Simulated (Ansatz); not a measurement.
# SnSe2 monolayer (2H): modes against biaxial strain in the plane of the sheet, part 2 of 2

Wanted: the shifts of the zone-centre modes of SnSe2 monolayer (2H) with strain.

Ansatz 0.2.0; DFT PBE, scalar-relativistic, plane waves, PAW; PAW set soft_1.

So far, highest optical mode at the zone centre (no LO-TO term) (cm⁻¹): step 5 (modes at rest) 230.

### Step 7. Zone-centre modes of the member: biaxial strain of +5 % in the plane of the sheet

The zone-centre modes follow for biaxial strain of +5 % in the plane of the sheet.

Input file input.yaml:

```yaml
crystal:
  lattice:
    - [3.9839046356, 0.0, 0.0]
    - [-1.9919523178, 3.4501626207, 0.0]
    - [0.0, 0.0, 30.46]
  atoms:
    - { symbol: Sn, position: [0.3333333333, 0.6666666667, 0.3282994091] }
    - { symbol: Se, position: [0.6666666667, 0.3333333333, 0.3844619528] }
    - { symbol: Se, position: [0.6666666667, 0.3333333333, 0.2721368654] }
  periodic: [true, true, false]
kpoints:
  mp_grid: { grid: [12, 12, 1] }
hamiltonian:
  xc: pbe
  pseudopotentials: { kind: paw, azcp: { folder: soft_1 } }
scf:
  occupations: { method: gaussian, width: 0.1 }
output:
  eigenvalues: true
phonons:
  method: dfpt
```

Started as:

```sh
$ ansatz run input.yaml --threads 4 --pin off --max-ram 16384MiB --backend cpu --events-out ev --progress --plain --runs-dir out
```

Numbers of over 12 decimals in the logs are rounded to 6 here.

Output:

```text
[...]
Crystal: 3 atoms, lattice volume = 418.676 Å³
Basis set: ecut = 420 eV, 8273 PW (Γ), exchange–correlation on 54×54×432 points (8 copies of the dense FFT grid, shifted against one another)
Bands: 28, of which v1, the nominal top of the filled ones, is band 23 counted from 1 (22 counted from 0)
Symmetry: 12 space group operations
k-points: 43 of 144 (irreducible under 2 space group operations, time reversal used)
[...]
SCF iter   1: F=—  HF=-16962.946115 eV  |F-HF|=—  |Δ(HF+E_count)|=         —  Δρ=1.32e-2  dr2=1.53e0  ethr=3.10e-3  ⟨swp⟩=14.0  Hψ=7734  notcnv=0
[...]
SCF iter  10: F=-16962.540086 eV  HF=-16962.540086 eV  |F-HF|=5.53e-10  |Δ(HF+E_count)|=   4.14e-9  Δρ=3.97e-8  dr2=7.29e-12  ethr=1.00e-12  ⟨swp⟩=17.5  Hψ=9415  notcnv=0
SCF 1 converged in 10 iterations: F = -16962.540086 eV  dr2 = 7.29e-12
[...]
SCF converged after 10 iterations
Free energy (F): -16962.540086 eV
[...]
Internal energy: -16962.535497 eV  (E = F + TS)
E sigma→0 (E₀):  -16962.537792 eV
Entropy (-TS):   -0.004589 eV (-1.530 meV/atom)
Fermi energy:    -5.877859 eV
[...]
--- Band table (eV; the first three rows and the last of 43) ---
  k-point 0: bands = [... 19 lower, -6.8595, -6.8595, -6.0033, -6.0033, -5.7934, -2.8178, -2.2042, -2.2042, ... 1 higher]
  k-point 1: bands = [... 19 lower, -7.0918, -6.9700, -6.3021, -6.0456, -5.3581, -2.4635, -2.4285, -2.0682, ... 1 higher]
  k-point 2: bands = [... 19 lower, -7.4214, -7.2406, -6.6003, -6.1567, -4.9936, -2.7414, -1.8277, -1.7583, ... 1 higher]
  k-point 42: bands = [... 19 lower, -8.9779, -8.9221, -7.3427, -6.0713, -5.0205, -2.8265, -1.3270, -0.7518, ... 1 higher]
[...]
ASR residual: 1.293e-4 → 0.000e0 eV/Å²; symmetrization residual: 1.745e-5 eV/Å²
[...]
ASR residual per site (eV/Å²): 1.29e-4 3.42e-5 3.83e-5
  Γ frequencies (cm⁻¹): -101.48 -101.48 0.00 0.00 0.00 111.42 111.42 193.21 207.57
[...]
```

Elapsed: 1.9 min, on 4 threads of Arm Neoverse V1, shared host; peak memory 2 GiB; 7.2 min of CPU time.

Numbers from this step:

| Item | Value |
| --- | --- |
| gap on the k-mesh | 0.09998 eV |
| sum-rule residual before enforcement | 1.29e-4 eV/Å² |
| highest optical mode at the zone centre (no LO-TO term) | 207.6 cm⁻¹ |
| lowest optical zone-centre mode | -101.5 cm⁻¹ |

Without the LO-TO term. Patterns of degenerate modes are one choice out of their space. The modes at Γ (shares of kinetic energy by element, %) (negative means imaginary):

```csv
mode,frequency (cm⁻¹),symmetry,Sn %,Se %
1,-101.5,E'',0,100
2,-101.5,E'',0,100
3,0.0,acoustic,43,57
4,0.0,acoustic,43,57
5,0.0,acoustic,43,57
6,111.4,E',57,43
7,111.4,E',57,43
8,193.2,A1',0,100
9,207.6,A2'',57,43
```

Displacements in mode 2 (-101.5 cm⁻¹), the largest set to 1:
```
Sn1  0.00  0.00  0.00
Se2  0.03 -1.00  0.00
Se3 -0.03  1.00  0.00
```

Displacements in mode 6 (111.4 cm⁻¹), the largest set to 1:
```
Sn1  0.00  1.00  0.00
Se2  0.00 -0.75  0.00
Se3  0.00 -0.75  0.00
```

The lowest optical mode is imaginary, 101.5i cm⁻¹, so the energy falls along it, and the highest lies at 207.6 cm⁻¹.

Between step 5 and this run (strain 5 %) the value for the highest optical mode at the zone centre (no LO-TO term) moves from 230 cm⁻¹ to 208 cm⁻¹ (-10 %).

### Step 8. A member of the series: biaxial strain of -3 % in the plane of the sheet

The cell takes a biaxial strain of -3 % in the plane of the sheet. The cell is held, and the atoms relax in it.

input.yaml, the sections that differ from step 7:

```yaml
crystal:
  lattice:
    - [3.6803690443, 0.0, 0.0]
    - [-1.8401845221, 3.1872930877, 0.0]
    - [0.0, 0.0, 30.46]
  atoms:
    - { symbol: Sn, position: [0.3333333333, 0.6666666667, 0.3282994091] }
    - { symbol: Se, position: [0.6666666667, 0.3333333333, 0.3852874605] }
    - { symbol: Se, position: [0.6666666667, 0.3333333333, 0.2713113576] }
  periodic: [true, true, false]
output:
  forces: true
  stress: true
  eigenvalues: true
relax:
  adjacent_minimum: "off"
  f_tol: 0.001
  max_steps: 60
# kpoints, hamiltonian, scf: as in step 7
# phonons: removed
```

Output:

```text
[...]
Crystal: 3 atoms, lattice volume = 357.308 Å³
Basis set: ecut = 420 eV, 6989 PW (Γ), exchange–correlation on 50×50×432 points (8 copies of the dense FFT grid, shifted against one another)
Bands: 28, of which v1, the nominal top of the filled ones, is band 23 counted from 1 (22 counted from 0)
Symmetry: 12 space group operations
[...]
--- Relaxed structure (4 steps of the walk, 3 accepted, 0 SCFs on fresh bases) ---
  F+E_penalty+E_count = -16962.62861003 eV   max|allowed force component| = 1.216e-4 eV/Å
  cell:  # Å, volume = 357.3084 Å³
    - [3.680369, -2.886760288135027e-11, 0.0]
    - [-1.840185, 3.187293, 0.0]
    - [0.0, 0.0, 30.46]
  atoms:
    - { symbol: Sn, position: [0.333333, 0.666667, 0.328299] }
    - { symbol: Se, position: [0.666667, 0.333333, 0.385513] }
    - { symbol: Se, position: [0.666667, 0.333333, 0.271086] }
[key lines of the parts left out:]
SCF converged after 4 iterations
Free energy (F): -16962.628610 eV
Fermi energy:    -5.410222 eV
P = ½ c Tr σ = 3.0481 N/m
```

Wall time 20 s (4 threads); peak memory 0.71 GiB; 75 s of CPU time.

Relaxation path:

```csv
step,energy less that of the first step (eV),largest force component (eV/Å)
1,0.0000,0.0760
2,0.0017,0.1487
3,-0.0005,0.0044
4,-0.0005,0.0001
```

Relaxation step 2 was tried and not accepted.

The run keeps the 12 symmetry operations that it works with, so distortions that break them were not tested.

The relaxed structure:

```cif
data_structure
_symmetry_space_group_name_H-M 'P 1'
_symmetry_Int_Tables_number 1
_cell_length_a 3.6804
_cell_length_b 3.6804
_cell_length_c 30.4600
_cell_angle_alpha 90.000
_cell_angle_beta 90.000
_cell_angle_gamma 120.000
_cell_volume 357.31
loop_
_atom_site_label
_atom_site_type_symbol
_atom_site_fract_x
_atom_site_fract_y
_atom_site_fract_z
_atom_site_occupancy
Sn1 Sn 0.33333 0.66667 0.32830 1
Se2 Se 0.66667 0.33333 0.38551 1
Se3 Se 0.66667 0.33333 0.27109 1
```

This step gave:

| Quantity | Value |
| --- | --- |
| gap on the k-mesh | 0 eV |
| area per atom | 3.91 Å² |

The largest force component left is 0.12 meV/Å.

### Step 9. Zone-centre modes of the member: biaxial strain of -3 % in the plane of the sheet

The zone-centre modes follow for biaxial strain of -3 % in the plane of the sheet.

input.yaml, the sections that differ from step 8:

```yaml
crystal:
  lattice:
    - [3.6803690443, 0.0, 0.0]
    - [-1.8401845221, 3.1872930877, 0.0]
    - [0.0, 0.0, 30.46]
  atoms:
    - { symbol: Sn, position: [0.3333333333, 0.6666666667, 0.3282994091] }
    - { symbol: Se, position: [0.6666666667, 0.3333333333, 0.3855125386] }
    - { symbol: Se, position: [0.6666666667, 0.3333333333, 0.2710862795] }
  periodic: [true, true, false]
output:
  eigenvalues: true
phonons:
  method: dfpt
# kpoints, hamiltonian, scf: as in step 8
# relax: removed
```

Output:

```text
[...]
Crystal: 3 atoms, lattice volume = 357.308 Å³
Basis set: ecut = 420 eV, 6989 PW (Γ), exchange–correlation on 50×50×432 points (8 copies of the dense FFT grid, shifted against one another)
Bands: 28, of which v1, the nominal top of the filled ones, is band 23 counted from 1 (22 counted from 0)
Symmetry: 12 space group operations
[...]
k-point 42: bands = [... 19 lower, -9.3312, -9.1249, -7.3867, -6.1920, -4.5831, -2.7978, -0.3899, 0.1000, ... 1 higher]
  ° read free of the cell's end (the report's vacuum.weakly_bound_levels)
[...]
ASR residual: 2.689e-5 → 0.000e0 eV/Å²; symmetrization residual: 1.718e-5 eV/Å²
[...]
ASR residual per site (eV/Å²): 2.69e-5 5.79e-6 1.33e-5
  Γ frequencies (cm⁻¹): -70.66 -70.66 0.00 0.00 0.00 139.15 139.15 193.18 234.80
[...]
[key lines of the parts left out:]
SCF converged after 12 iterations
Free energy (F): -16962.628610 eV
Fermi energy:    -5.410232 eV
```

Wall time 99 s (4 threads); peak memory 1.7 GiB.

Numbers from this step:

| Quantity | Value |
| --- | --- |
| sum-rule residual before enforcement | 2.69e-5 eV/Å² |
| highest optical mode at the zone centre (no LO-TO term) | 234.8 cm⁻¹ |
| lowest optical zone-centre mode | -70.66 cm⁻¹ |

Without the LO-TO term. Patterns of degenerate modes are one choice out of their space. The modes at Γ (shares of kinetic energy by element, %) (negative means imaginary):

```
mode  frequency (cm⁻¹)  symmetry  Sn %  Se %
   1             -70.7       E''     0   100
   2             -70.7       E''     0   100
   3               0.0  acoustic    43    57
   4               0.0  acoustic    43    57
   5               0.0  acoustic    43    57
   6             139.2        E'    57    43
   7             139.2        E'    57    43
   8             193.2       A1'     0   100
   9             234.8      A2''    57    43
```

Displacements in mode 1 (-70.7 cm⁻¹), the largest set to 1:
```
Sn1  0.00  0.00  0.00
Se2  0.04  1.00  0.00
Se3 -0.04 -1.00  0.00
```

Displacements in mode 7 (139.2 cm⁻¹), the largest set to 1:
```
Sn1  0.00  1.00  0.00
Se2  0.00 -0.75  0.00
Se3  0.00 -0.75  0.00
```

The lowest optical mode is imaginary, 70.7i cm⁻¹, so the energy falls along it, and the highest lies at 234.8 cm⁻¹.

For the highest optical mode at the zone centre (no LO-TO term), step 5 gave 230 cm⁻¹; this run, with strain -3 %, gives 235 cm⁻¹ (+2 %).

### Step 10. All members side by side

The members are set side by side, also those not shown above.

Energies are extrapolated to zero smearing, and E0 is that at rest; imaginary frequencies occur in the series; the cell is clamped and the atoms are relaxed; all runs use 12×12×1 k points and Gaussian smearing of 0.1 eV. State of the crystal along the series:

| strain (%) | E - E0 (meV/atom) | gap on mesh (eV) |
| --- | --- | --- |
| -3 | 22.7 | 0 |
| -2 | 9.921 | 0 |
| -1 | 2.477 | 0 |
| 0 | 0 | 0.02475 |
| 1 | 2.206 | 0.0637 |
| 2 | 8.811 | 0.09416 |
| 3 | 19.53 | 0.1173 |
| 4 | 34.09 | 0.1348 |
| 5 | 52.12 | 0.09999 |

Optical modes are counted from below at rest and tracked from member to member by their patterns, and modes that stay within 0.3 cm⁻¹ of each other stand once; labels, where given, are those at rest; imaginary frequencies occur in the series; the cell is clamped and the atoms are relaxed; all runs use 12×12×1 k points and Gaussian smearing of 0.1 eV. Optical modes along the series:

| strain (%) | optical mode 1 E'' (cm⁻¹) | optical mode 2 E' (cm⁻¹) | optical mode 3 A1' (cm⁻¹) | optical mode 4 A2'' (cm⁻¹) |
| --- | --- | --- | --- | --- |
| -3 | -70.66 | 139.2 | 193.2 | 234.8 |
| -2 | -76.05 | 136.5 | 197.4 | 234.4 |
| -1 | -80.91 | 133.5 | 198.4 | 232.5 |
| 0 | -85.33 | 130.2 | 199.1 | 229.7 |
| 1 | -89.3 | 126.7 | 199.6 | 226 |
| 2 | -92.97 | 122.9 | 199.6 | 221.7 |
| 3 | -96.37 | 119 | 198.4 | 217 |
| 4 | -99.29 | 115.2 | 196.2 | 212.5 |
| 5 | -101.5 | 111.4 | 193.2 | 207.6 |

Value and slope at zero strain of a cubic (a lower polynomial where under five rows exist) through the rows within 2 % of rest. Slopes at rest:

```
               mode  frequency (cm⁻¹)  shift per percent of strain (cm⁻¹)
  optical mode 2 E'             130.2                               -3.41
 optical mode 3 A1'             199.1                                0.65
optical mode 4 A2''             229.7                               -3.29
```

### Step 11. Summary of results

```yaml
members: 9
highest_optical_mode_at_the_zone_centre_no_lo_to_term_at_rest: 229.7 cm⁻¹
optical_mode_2_e_shift_per_percent: -3.41 cm⁻¹
optical_mode_3_a1_shift_per_percent: 0.65 cm⁻¹
optical_mode_4_a2_shift_per_percent: -3.29 cm⁻¹
```

**Reading.** Within 2 % of rest optical mode 3 A1' and optical mode 4 A2'' bend away from a straight line, so a single slope holds only near rest. The fastest shift in the table of slopes is -3.4 cm⁻¹ for each percent (optical mode 2 E'). A mode is imaginary at strain (%) -3, -2, -1, 0, 1, 2, 3, 4 and 5, where this structure is not a minimum. These are harmonic frequencies at zero temperature: anharmonic shifts, linewidths and thermal expansion are left out. Spin-orbit coupling is left out, which can matter for the heavy elements here. With no gap, or one that is small against the smearing, the frequencies hang on the k mesh and the smearing, most of all near Kohn anomalies. A semilocal functional can close a gap that the real compound would have, so the metallic treatment may be an artefact of the level. The starting cell was built on a prototype and not taken from a measurement. Only the zone centre was solved, so an instability at another wavevector cannot show here.

[Logs are printed without paths, hosts, clocks, repeated set-up lines and the standing remarks that a program may print on its own settings, such as how far it seeks lower states.]

[Hosts, paths, dates, database ids (printed as entryN), source tags and the programs' standing remarks are cut or masked in the printed files.]
